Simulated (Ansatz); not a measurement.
**AlIn (hypothetical, Fm-3m): thermal expansion from first principles**

Wanted: α(T), C_P(T) and B(T) of AlIn (hypothetical) in the quasi-harmonic approximation. The crystal structure is hypothetical: it was made by swapping elements on a known structure type.

Method: DFT PBE, scalar-relativistic, plane waves, PAW, in Ansatz 0.2.0.

Report form: the programs' logs are mostly left out.

**1. Set-up**

The structure is cubic, space group Fm-3m (No. 225). The conventional cell has a = 5.182 Å, b = 5.182 Å, c = 5.182 Å, α = 90.00°, β = 90.00°, γ = 90.00°. Nearest to Al lie 6 In at 2.59 Å. In has 6 Al at 2.59 Å nearest. Farther neighbours are not listed.

**2. A first coarse run**

A cheap single point shows whether the cell is a metal or an insulator and how far it is from rest; that sets the k-mesh and the occupations of what follows.

input.yaml

```yaml
crystal:
  lattice:
    - [0.0, 2.59081, 2.59081]
    - [2.59081, 0.0, 2.59081]
    - [2.59081, 2.59081, 0.0]
  atoms:
    - { symbol: Al, position: [0.5, 0.5, 0.5] }
    - { symbol: In, position: [0.0, 0.0, 0.0] }
kpoints:
  mp_grid: { grid: [6, 6, 6] }
hamiltonian:
  xc: pbe
scf:
  occupations: { method: gaussian, width: 0.1 }
output:
  forces: true
  stress: true
  eigenvalues: true
```

Command:

```sh
> ansatz run input.yaml --threads 4 --pin off --max-ram 8192MiB --backend cpu --events-out ev --progress --plain --runs-dir out
```

It took 0.26 s on 4 threads of Arm Neoverse V2, shared host; peak memory 0.27 GiB; 0.65 s of CPU time.

Numbers from this step:

```
pressure          : 31.81 GPa
volume per atom   : 17.39 Å³
gap on the k-mesh : 0 eV
```

The start is under 32 GPa at this level and looks like a metal on this mesh.

**3. A loose first relaxation**

The start is far from rest, so a relaxation with loose thresholds first brings it near the minimum.

input.yaml, as its differences from that of step 2:

```diff
@@ -18 +18,6 @@
   eigenvalues: true
+relax:
+  adjacent_minimum: "off"
+  f_tol: 0.05
+  max_steps: 80
+  cell: { stress_tol: 0.5 }
```

Wall time 1.6 s (4 threads); peak memory 0.3 GiB; 4.6 s of CPU time.

Step by step:

```csv
step,energy less that of the first step (eV),largest force component (eV/Å),pressure (GPa),volume (Å³)
1,0.0000,0.0000,31.81,34.78
2,-0.7008,0.0000,12.76,40.12
3,-0.9313,0.0000,4.37,44.70
4,-0.9816,0.0000,0.08,48.48
5*,-0.9952,0.0000,0.50,48.48
6,-0.9959,0.0000,0.00,49.05
7*,-0.9961,0.0000,0.00,49.05
```

Relaxation steps marked * repeat the geometry before them on a plane-wave basis chosen anew for their cell, so energy and pressure can jump there.

Forces are held to the 48 operations that the run works with; a distortion that breaks them can't arise in this run.

```csv
cell as run,before,after,change
a (Å),3.664,4.109,+12.1 %
b (Å),3.664,4.109,+12.1 %
c (Å),3.664,4.109,+12.1 %
volume (Å³/atom),17.39,24.52,+41.0 %
```

The relaxed structure:

```cif
data_structure
_symmetry_space_group_name_H-M 'P 1'
_symmetry_Int_Tables_number 1
_cell_length_a 4.1088
_cell_length_b 4.1088
_cell_length_c 4.1088
_cell_angle_alpha 60.000
_cell_angle_beta 60.000
_cell_angle_gamma 60.000
_cell_volume 49.05
loop_
_atom_site_label
_atom_site_type_symbol
_atom_site_fract_x
_atom_site_fract_y
_atom_site_fract_z
_atom_site_occupancy
Al1 Al 0.50000 0.50000 0.50000 1
In2 In 0.00000 0.00000 0.00000 1
```

Numbers from this step:

| Item | Value |
| --- | --- |
| pressure | 0.001112 GPa |
| volume per atom | 24.52 Å³ |

The relaxation ends with a pressure of 0.00 GPa.

**4. Relaxation**

The vibrations must be taken about the equilibrium of this functional, not about the starting cell, so the structure is relaxed.

input.yaml

```yaml
crystal:
  lattice:
    - [0.0, 2.9053759614, 2.9053759614]
    - [2.9053759614, 0.0, 2.9053759614]
    - [2.9053759614, 2.9053759614, 0.0]
  atoms:
    - { symbol: Al, position: [0.5, 0.5, 0.5] }
    - { symbol: In, position: [0.0, 0.0, 0.0] }
kpoints:
  mp_grid: { grid: [12, 12, 12] }
hamiltonian:
  xc: pbe
scf:
  occupations: { method: gaussian, width: 0.1 }
output:
  forces: true
  stress: true
  eigenvalues: true
  write_density: true
  write_potential: true
  elf: true
  volumetric_format: npy
relax:
  adjacent_minimum: "off"
  f_tol: 0.005
  max_steps: 80
  cell: { stress_tol: 0.05 }
```

It took 2 s on 4 threads; peak memory 0.38 GiB; 6.8 s of CPU time.

Step by step:

```csv
step,energy less that of the first step (eV),largest force component (eV/Å),pressure (GPa),volume (Å³)
1,0.0000,0.0000,-0.25,49.05
2,-0.0003,0.0000,0.03,48.72
3*,-0.0002,0.0000,0.03,48.72
```

Relaxation steps marked * repeat the geometry before them on a plane-wave basis chosen anew for their cell, so energy and pressure can jump there.

The run keeps the 48 symmetry operations that it works with, so distortions that break them were not tested.

```csv
"conventional cell, symmetrised",before,after,change
a (Å),5.811,5.798,-0.2 %
b (Å),5.811,5.798,-0.2 %
c (Å),5.811,5.798,-0.2 %
volume (Å³/atom),24.52,24.36,-0.7 %
```

The relaxed structure:

```
Al In
1.0
     0.00000    2.89879    2.89879
     2.89879    0.00000    2.89879
     2.89879    2.89879    0.00000
Al In
1 1
Cartesian
  2.8988 2.8988 2.8988
  0.0000 0.0000 0.0000
```

Numbers from this step:

```
pressure        : 0.03091 GPa
volume per atom : 24.36 Å³
```

Electrostatic potential energy in the ac plane of the conventional cell at fractional y = 0.000, with atoms of Al and In within 0.2 Å of it. With pseudopotentials it is smooth inside the atoms' cores, unlike the true potential.

Ten even steps from '_' (-36 eV) to '@' (10 eV), each cell a mean:
```
____==%%@@##++####****%%@@**::__
..--##@@@@%%**++++**##@@@@%%==::
**##%%@@@@@@%%####%%@@@@@@@@%%**
%%@@@@@@@@@@@@@@@@@@@@@@@@@@@@@@
%%@@@@@@@@@@@@%%%%%%@@@@@@@@@@%%
**##%%@@@@%%##====++%%@@@@@@##**
**++##@@@@##--____..++%%@@%%****
%%****%%%%**..______==%%@@##++##
##****%%@@**::______==%%@@##++##
++**##@@@@%%==::..--##@@@@%%**++
##%%@@@@@@@@%%****##%%@@@@@@%%##
@@@@@@@@@@@@@@@@%%@@@@@@@@@@@@@@
%%%%@@@@@@@@@@%%%%@@@@@@@@@@@@%%
==++%%@@@@@@##****##%%@@@@%%##==
__..++%%@@%%******++##@@@@##--__
____==%%@@##++##%%****%%%%**..__
```
Columns run along a (5.8 Å; values clipped at the 3rd and 97th percentile), rows up along c (5.8 Å), edges of the conventional cell, whose origin can differ from the input's. Atoms in or near the plane, at fractional coordinates: Al at (0.50, 0.00), Al at (0.00, 0.50), In at (0.00, 0.00), In at (0.50, 0.50).

Valence density in the ac plane of the conventional cell at fractional y = 0.000, with atoms of Al and In within 0.2 Å of it. It is the smooth field of the valence electrons, not physical close to the nuclei.

Values in e/Å³, 16 rows by 16 columns, each cell a mean:
```
 9  4  1  0  0  0  0  0  0  0  0  0  0  1  2  7
 3  2  0  0  0  0  0  0  0  0  0  0  0  0  1  2
 1  0  0  0  0  0  0  0  0  0  0  0  0  0  0  1
 0  0  0  0  0  0  0  0  0  0  0  0  0  0  0  0
 0  0  0  0  0  0  0  0  0  0  0  0  0  0  0  0
 0  0  0  0  0  0  0  1  1  1  0  0  0  0  0  0
 0  0  0  0  0  0  2  4  5  3  1  0  0  0  0  0
 0  0  0  0  0  1  3  9 11  5  1  0  0  0  0  0
 0  0  0  0  0  1  2  7  9  4  1  0  0  0  0  0
 0  0  0  0  0  0  1  2  3  2  0  0  0  0  0  0
 0  0  0  0  0  0  0  1  1  0  0  0  0  0  0  0
 0  0  0  0  0  0  0  0  0  0  0  0  0  0  0  0
 0  0  0  0  0  0  0  0  0  0  0  0  0  0  0  0
 1  1  0  0  0  0  0  0  0  0  0  0  0  0  0  1
 5  3  1  0  0  0  0  0  0  0  0  0  0  0  2  4
11  5  1  0  0  0  0  0  0  0  0  0  0  1  3  9
```
Columns run along a (5.8 Å), rows up along c (5.8 Å), edges of the conventional cell, whose origin can differ from the input's. Atoms in or near the plane, at fractional coordinates: Al at (0.50, 0.00), Al at (0.00, 0.50), In at (0.00, 0.00), In at (0.50, 0.50).

ELF in the ac plane of the conventional cell at fractional y = 0.000, with atoms of Al and In within 0.2 Å of it. It is the smooth field of the valence electrons, not physical close to the nuclei.

Values, 16 rows by 16 columns, each cell a mean:
```
0.02 0.12 0.26 0.32 0.58 0.71 0.40 0.20 0.25 0.22 0.63 0.67 0.42 0.27 0.19 0.05
0.17 0.24 0.26 0.32 0.49 0.63 0.58 0.40 0.36 0.51 0.65 0.57 0.39 0.27 0.26 0.19
0.27 0.27 0.28 0.30 0.36 0.49 0.63 0.71 0.72 0.68 0.56 0.41 0.31 0.29 0.27 0.27
0.42 0.41 0.36 0.27 0.26 0.36 0.49 0.58 0.59 0.54 0.42 0.29 0.25 0.31 0.39 0.42
0.69 0.62 0.48 0.33 0.27 0.30 0.32 0.32 0.32 0.32 0.31 0.28 0.29 0.41 0.57 0.67
0.62 0.64 0.61 0.48 0.36 0.28 0.26 0.26 0.25 0.26 0.26 0.31 0.42 0.56 0.65 0.63
0.20 0.35 0.64 0.62 0.41 0.27 0.24 0.12 0.09 0.18 0.26 0.32 0.54 0.68 0.51 0.22
0.42 0.20 0.62 0.69 0.42 0.27 0.17 0.02 0.01 0.09 0.25 0.32 0.59 0.72 0.36 0.25
0.25 0.22 0.63 0.67 0.42 0.27 0.19 0.05 0.02 0.12 0.26 0.32 0.58 0.71 0.40 0.20
0.36 0.51 0.65 0.57 0.39 0.27 0.26 0.19 0.17 0.24 0.26 0.32 0.49 0.63 0.58 0.40
0.72 0.68 0.56 0.41 0.31 0.29 0.27 0.27 0.27 0.27 0.28 0.30 0.36 0.49 0.63 0.71
0.59 0.54 0.42 0.29 0.25 0.31 0.39 0.42 0.42 0.41 0.36 0.27 0.26 0.36 0.49 0.58
0.32 0.32 0.31 0.28 0.29 0.41 0.57 0.67 0.69 0.62 0.48 0.33 0.27 0.30 0.32 0.32
0.25 0.26 0.26 0.31 0.42 0.56 0.65 0.63 0.62 0.64 0.61 0.48 0.36 0.28 0.26 0.26
0.09 0.18 0.26 0.32 0.54 0.68 0.51 0.22 0.20 0.35 0.64 0.62 0.41 0.27 0.24 0.12
0.01 0.09 0.25 0.32 0.59 0.72 0.36 0.25 0.42 0.20 0.62 0.69 0.42 0.27 0.17 0.02
```
Columns run along a (5.8 Å), rows up along c (5.8 Å), edges of the conventional cell, whose origin can differ from the input's. Atoms in or near the plane, at fractional coordinates: Al at (0.50, 0.00), Al at (0.00, 0.50), In at (0.00, 0.00), In at (0.50, 0.50).

**5. Tight relaxation**

The thresholds are tightened for a last relaxation ahead of the phonons, and where mesh or smearing change with them the cell follows.

input.yaml, the sections that differ from step 4:

```yaml
crystal:
  lattice:
    - [0.0, 2.8987939677, 2.8987939677]
    - [2.8987939677, 0.0, 2.8987939677]
    - [2.8987939677, 2.8987939677, 0.0]
  atoms:
    - { symbol: Al, position: [0.5, 0.5, 0.5] }
    - { symbol: In, position: [0.0, 0.0, 0.0] }
scf:
  occupations: { method: methfessel_paxton, width: 0.15 }
relax:
  adjacent_minimum: "off"
  f_tol: 0.001
  max_steps: 60
  cell: { stress_tol: 0.01 }
# kpoints, hamiltonian, output: as in step 4
```

Elapsed: 1.9 s, on 4 threads; peak memory 0.37 GiB.

Little changed from the start: no atom moved by 0.005 Å and no cell edge by 0.1 %.

This step gave:

```
pressure        : -0.003061 GPa
volume per atom : 24.37 Å³
```

ELF in the ac plane of the conventional cell at fractional y = 0.000, with atoms of Al and In within 0.2 Å of it. It is the smooth field of the valence electrons, not physical close to the nuclei.

Ten even steps from '0' (0.01) to '9' (0.72), each cell a mean:
```
0134795232895320
2334687546875332
3334468999754333
5543346787533455
9864344444433579
8886433333345788
2488533112347962
5289532001348943
3289532001347952
4687533223346875
9975433333344689
8753345555433467
4443357998643444
3334578888864333
1234796224885331
0134894352895320
```
Columns run along a (5.8 Å), rows up along c (5.8 Å), edges of the conventional cell, whose origin can differ from the input's. Atoms in or near the plane, at fractional coordinates: Al at (0.50, 0.00), Al at (0.00, 0.50), In at (0.00, 0.00), In at (0.50, 0.50).

Electrostatic potential energy in the ac plane of the conventional cell at fractional y = 0.000, with atoms of Al and In within 0.2 Å of it. With pseudopotentials it is smooth inside the atoms' cores, unlike the true potential.

Ten even steps from '0' (-36 eV) to '9' (10 eV), each cell a mean:
```
0048975776689620
1379986556799842
6789998778999986
8999999999999999
8999999888999998
6789987445899976
6579973001589866
8668861000489757
7668962000489757
5679984213799865
7899998667899987
9999999989999999
8899999889999998
4589997667899874
0158986665799730
0048975786688610
```
Columns run along a (5.8 Å; values clipped at the 3rd and 97th percentile), rows up along c (5.8 Å), edges of the conventional cell, whose origin can differ from the input's. Atoms in or near the plane, at fractional coordinates: Al at (0.50, 0.00), Al at (0.00, 0.50), In at (0.00, 0.00), In at (0.50, 0.50).

Valence density in the ac plane of the conventional cell at fractional y = 0.000, with atoms of Al and In within 0.2 Å of it. It is the smooth field of the valence electrons, not physical close to the nuclei.

Ten steps, logarithmic in the rise over the least value, from '_' (0 e/Å³) to '@' (11 e/Å³), each cell a mean:
```
@@%%++::......______......--**@@
##++--....................::==**
----..______..........____..::--
::..________........________....
....________..::::::..______....
......____..--++++==::..__......
__........--++%%%%**==::......__
____....::--##@@@@%%++::......__
____......--**@@@@%%++::......__
..........::==**##++--..........
......____..::------..______....
....________....::..________....
::::..______........________..::
++==::..__............____..--++
%%**==::......____........--++%%
@@%%++::......______....::--##@@
```
Columns run along a (5.8 Å), rows up along c (5.8 Å), edges of the conventional cell, whose origin can differ from the input's. Atoms in or near the plane, at fractional coordinates: Al at (0.50, 0.00), Al at (0.00, 0.50), In at (0.00, 0.00), In at (0.50, 0.50).

The residual pressure is -0.0031 GPa, small enough for phonons.

**6. Phonons on strained cells, q-mesh 2×2×2**

The study relaxes the crystal at several strains, solves the phonons on some of them and minimises the free energy at each temperature (static energy, vibrations, the electrons in a metal, and PV under a set pressure); the q-mesh sets how far the force constants reach.

input.yaml, the sections that differ from step 5:

```yaml
crystal:
  lattice:
    - [0.0, 2.899386079, 2.899386079]
    - [2.899386079, 0.0, 2.899386079]
    - [2.899386079, 2.899386079, 0.0]
  atoms:
    - { symbol: Al, position: [0.5, 0.5, 0.5] }
    - { symbol: In, position: [0.0, 0.0, 0.0] }
output:
  eigenvalues: true
phonons:
  method: dfpt
  qmesh: [2, 2, 2]
  temperatures: { t_max: 650.0, t_step: 50 }
  thermal_expansion: {}
# kpoints, hamiltonian, scf: as in step 5
# relax: removed
```

Elapsed: 50 s, on 4 threads; peak memory 1.1 GiB.

The run ended with an error.

The program's message: “vibrations stand at or below zero in cell 4 (1.125 modes a cell, the lowest at -47.3 cm⁻¹): the crystal is at no minimum there, or its k-points are too few: type the crystal that it becomes, another p …”

**7. The quasi-harmonic study, q-mesh 4×4×4**

input.yaml, as its differences from that of step 6:

```diff
@@ -18,3 +18,3 @@
   method: dfpt
-  qmesh: [2, 2, 2]
+  qmesh: [4, 4, 4]
   temperatures: { t_max: 650.0, t_step: 50 }
```

Elapsed: 4.6 min, on 4 threads; peak memory 3 GiB.

The run ended with an error.

The program's message: “vibrations stand at or below zero in cell 4 (1.078 modes a cell, the lowest at -49.5 cm⁻¹): the crystal is at no minimum there, or its k-points are too few: type the crystal that it becomes, another p …”

**8. Phonons of the refused cell**

The study refused this cell, so its phonons are run alone to see which modes are imaginary.

input.yaml, the sections that differ from step 7:

```yaml
phonons:
  method: dfpt
  qmesh: [4, 4, 4]
  temperatures: { t_max: 1000, t_step: 50 }
  qpath:
    path:
      - [[0.0, 0.0, 0.0], [0.5, 0.0, 0.5], [0.625, 0.25, 0.625]]
      - [[0.375, 0.375, 0.75], [0.0, 0.0, 0.0], [0.5, 0.5, 0.5], [0.5, 0.25, 0.75], [0.5, 0.0, 0.5]]
    npoints: 10
# crystal, kpoints, hamiltonian, scf, output: as in step 7
```

The job ended after 2.9 min (4 threads; peak memory 2.5 GiB; 11 min of CPU time).

This step gave:

```
Γ frequencies                : 0, 0, 0, 200.4, 200.4, 200.4 cm⁻¹ (negative: imaginary)
lowest frequency on the path : -52.34 cm⁻¹
point group                  : m-3m
highest frequency            : 217.9 cm⁻¹
```

No LO-TO term. The phonon branches at the labelled points (cm⁻¹):

```csv
point,branch 1,branch 2,branch 3,branch 4,branch 5,branch 6
Γ,0,0,0,200,200,200
halfway,-25,-25,77,152,199,199
X,-47,-35,-35,204,204,218
halfway,-50,-30,-23,200,200,215
U,-52,20,33,186,187,211
jump to K,-52,20,33,186,187,211
halfway,-36,78,82,154,157,206
Γ,0,0,0,200,200,200
halfway,53,53,56,178,178,181
L,82,82,91,145,145,147
halfway,-11,18,84,149,187,188
W,-50,-50,79,142,212,212
halfway,-51,-38,33,180,209,214
X,-47,-35,-35,204,204,218
```

Tetrahedra on 20 20 20, mean over bins of 5 cm⁻¹. Phonon density of states against wavenumber; read off at these points:

```csv
wavenumber (cm⁻¹),phonon density of states (1/cm⁻¹/cell)
-52,0.0134
-38,0.0255
-32,0.0301
-28,0.0271
-12,0.0116
-2,0.00981
12,0.00977
22,0.0117
38,0.0185
52,0.0229
62,0.0260
78,0.0444
82,0.0530
88,0.00639
102,0
112,0
128,0
142,7.4e-4
152,0.0576
168,0.0336
178,0.0342
192,0.0463
198,0.0668
202,0.0633
218,0.00146
```

No LO-TO term. The modes at Γ (shares of kinetic energy by element, %):

```csv
mode,frequency (cm⁻¹),symmetry,Al %,In %
1,0.0,T1u,19,81
2,0.0,T1u,19,81
3,0.0,T1u,19,81
4,200.4,T1u,81,19
5,200.4,T1u,81,19
6,200.4,T1u,81,19
```

Displacements in mode 5 (200.4 cm⁻¹), the largest set to 1:
```
Al1  1.00  0.00  0.00
In2 -0.24  0.00  0.00
```

Lowest modes at the softest wavevector of the mesh; phase exp(i q.(R + tau)). The modes at q = (0.500, -0.250, 0.250) (shares of kinetic energy by element, %) (negative means imaginary):

```csv
mode,frequency (cm⁻¹),Al %,In %
1,-49.5,24,76
2,-49.5,24,76
3,78.7,0,100
4,142.4,100,0
5,211.5,76,24
6,211.5,76,24
```

Displacements in mode 2 (-49.5 cm⁻¹), the largest set to 1, in the home cell (x, y, z of the real part, then of the imaginary part):
```
Al1  0.00 -0.45  1.00  0.00  0.09  0.04
In2  0.00 -0.08  0.03  0.00 -0.39 -0.86
```

Displacements in mode 6 (211.5 cm⁻¹), the largest set to 1, in the home cell (x, y, z of the real part, then of the imaginary part):
```
Al1  0.00 -0.49 -1.00  0.00  0.00  0.00
In2  0.00  0.00  0.00  0.00  0.13 -0.27
```

The modes has structure finer than the step of the table below, so its rows give means over 10 cm⁻¹, whole bins alone (the curve runs from -62.2 to 234 cm⁻¹). Peaks (cm⁻¹: height): Al -32.5: 0.00776, 150.0: 0.0595, 170.5: 0.0347, 181.7: 0.0332, 200.3: 0.0545; In -32.5: 0.0266, 83.0: 0.0511, 200.3: 0.0152.

Phonopy on the run's constants, 17x17x17 mesh, Gaussian sigma 2.1 cm⁻¹. Modes against wavenumber; means over each step; values in 1/cm⁻¹/cell:

```csv
wavenumber (cm⁻¹),Al,In
-50,0.00535,0.0166
-40,0.00626,0.0204
-30,0.00667,0.0234
-20,0.00465,0.0169
-10,0.00198,0.00726
0,4.9e-4,0.00181
10,0.00177,0.00664
20,0.00246,0.00949
30,0.00332,0.0132
40,0.00401,0.0168
50,0.00373,0.0177
60,0.00396,0.0224
70,0.00308,0.0267
80,0.00168,0.0422
90,1.5e-4,0.00877
100,0,5.9e-6
110,0,0
120,0,0
130,0,0
140,0.00347,4.5e-5
150,0.0452,0.00177
160,0.0328,0.00401
170,0.0278,0.00536
180,0.0281,0.00663
190,0.0340,0.00890
200,0.0492,0.0138
210,0.0286,0.00879
220,0.00126,4.1e-4
```

The lowest solved frequency is -49.5 cm⁻¹, so the cell is unstable here and gives no valid free energy.

**9. Outcome**

```yaml
lowest_frequency_at_the_solved_wavevectors: -49.5 cm⁻¹
```

With imaginary harmonic modes at the relaxed cell the quasi-harmonic free energy is undefined, so no expansion is obtained for this phase at this level. The softest solved mode is 49i cm⁻¹ at q = (0.25, -0.5, -0.25), and 5 of 8 solved wavevectors carry a mode beyond 8i cm⁻¹. In a metal soft modes also hang on the k-mesh and the smearing, which were not converged here.

[Logs are printed without paths, hosts, clocks, repeated set-up lines and the standing remarks that a program may print on its own settings, such as how far it seeks lower states.]

[Hosts, paths, dates, database ids (printed as entryN), source tags and the programs' standing remarks are cut or masked in the printed files.]

[A step with changed settings may run another functional than the one named; its input shows which.]
